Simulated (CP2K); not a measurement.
Consider propionitrile at its PBE geometry (Å).

```xyz
9

C    -0.9794    0.3205    0.0067
C     0.3320   -0.3956   -0.3575
C     1.4376   -0.0376    0.5292
N     2.3087    0.2618    1.2417
H    -1.7743    0.0179   -0.6862
H    -1.2946    0.0667    1.0259
H    -0.8622    1.4091   -0.0539
H     0.2001   -1.4875   -0.3174
H     0.6321   -0.1553   -1.3885
```

Method: CP2K XAS_TDP, all-electron GAPW, PBEh(45%), aug-cc-pVDZ, TDA, GW2X-corrected core level, no relativity.

**Question.** Where do the C K-edge lines lie, and how strong are they?

Leading lines: C1 291.19 eV, C2 291.01 eV and C3 289.24 eV. The leading line of an atom is its first one with 35 % of the strongest within 2.5 eV of its lowest line over the strength cut. Core ionisation energies at this level: C2 293.72, C3 293.84 and C1 292.86 eV.

The first six lines of each atom with a strength over 0.0015:

```tsv
atom	energy (eV)	states	strength, one atom	above the computed threshold
C1 (bonded to C and 3 H)	290.38	1	0.0035	
	291.19	1	0.0232	
	291.33	2	0.0307	
	291.79	1	0.0032	
	291.85	1	0.0153	
	292.75	1	0.0022	
C2 (bonded to 2 C and 2 H)	291.01	1	0.0080	
	291.39	1	0.0146	
	292.48	1	0.0084	
	292.51	1	0.0104	
	292.91	1	0.0038	
	293.21	1	0.0192	
C3 (bonded to C and N)	289.24	1	0.0542	
	289.28	1	0.0551	
	292.83	1	0.0017	
	293.85	1	0.0032	yes
	294.00	1	0.0016	yes
	294.37	1	0.0036	yes
```

Lines are vertical, at one geometry, with no vibrational structure. GW2X ionisation energies and lines can be off by 1 to 2 eV either way, and a good line position may hide errors that cancel. These values hold no scalar relativity, about 0.1 eV for C 1s. Rydberg lines, and the discretised continuum above threshold, depend on the basis and the box.

[Banner, clock and machine lines of the logs are left out without a mark of their own.]

[Logs are printed without paths, hosts, clocks, repeated set-up lines and the standing remarks that a program may print on its own settings, such as how far it seeks lower states.]

[Hosts, paths, dates, database ids (printed as entryN), source tags and the programs' standing remarks are cut or masked in the printed files.]
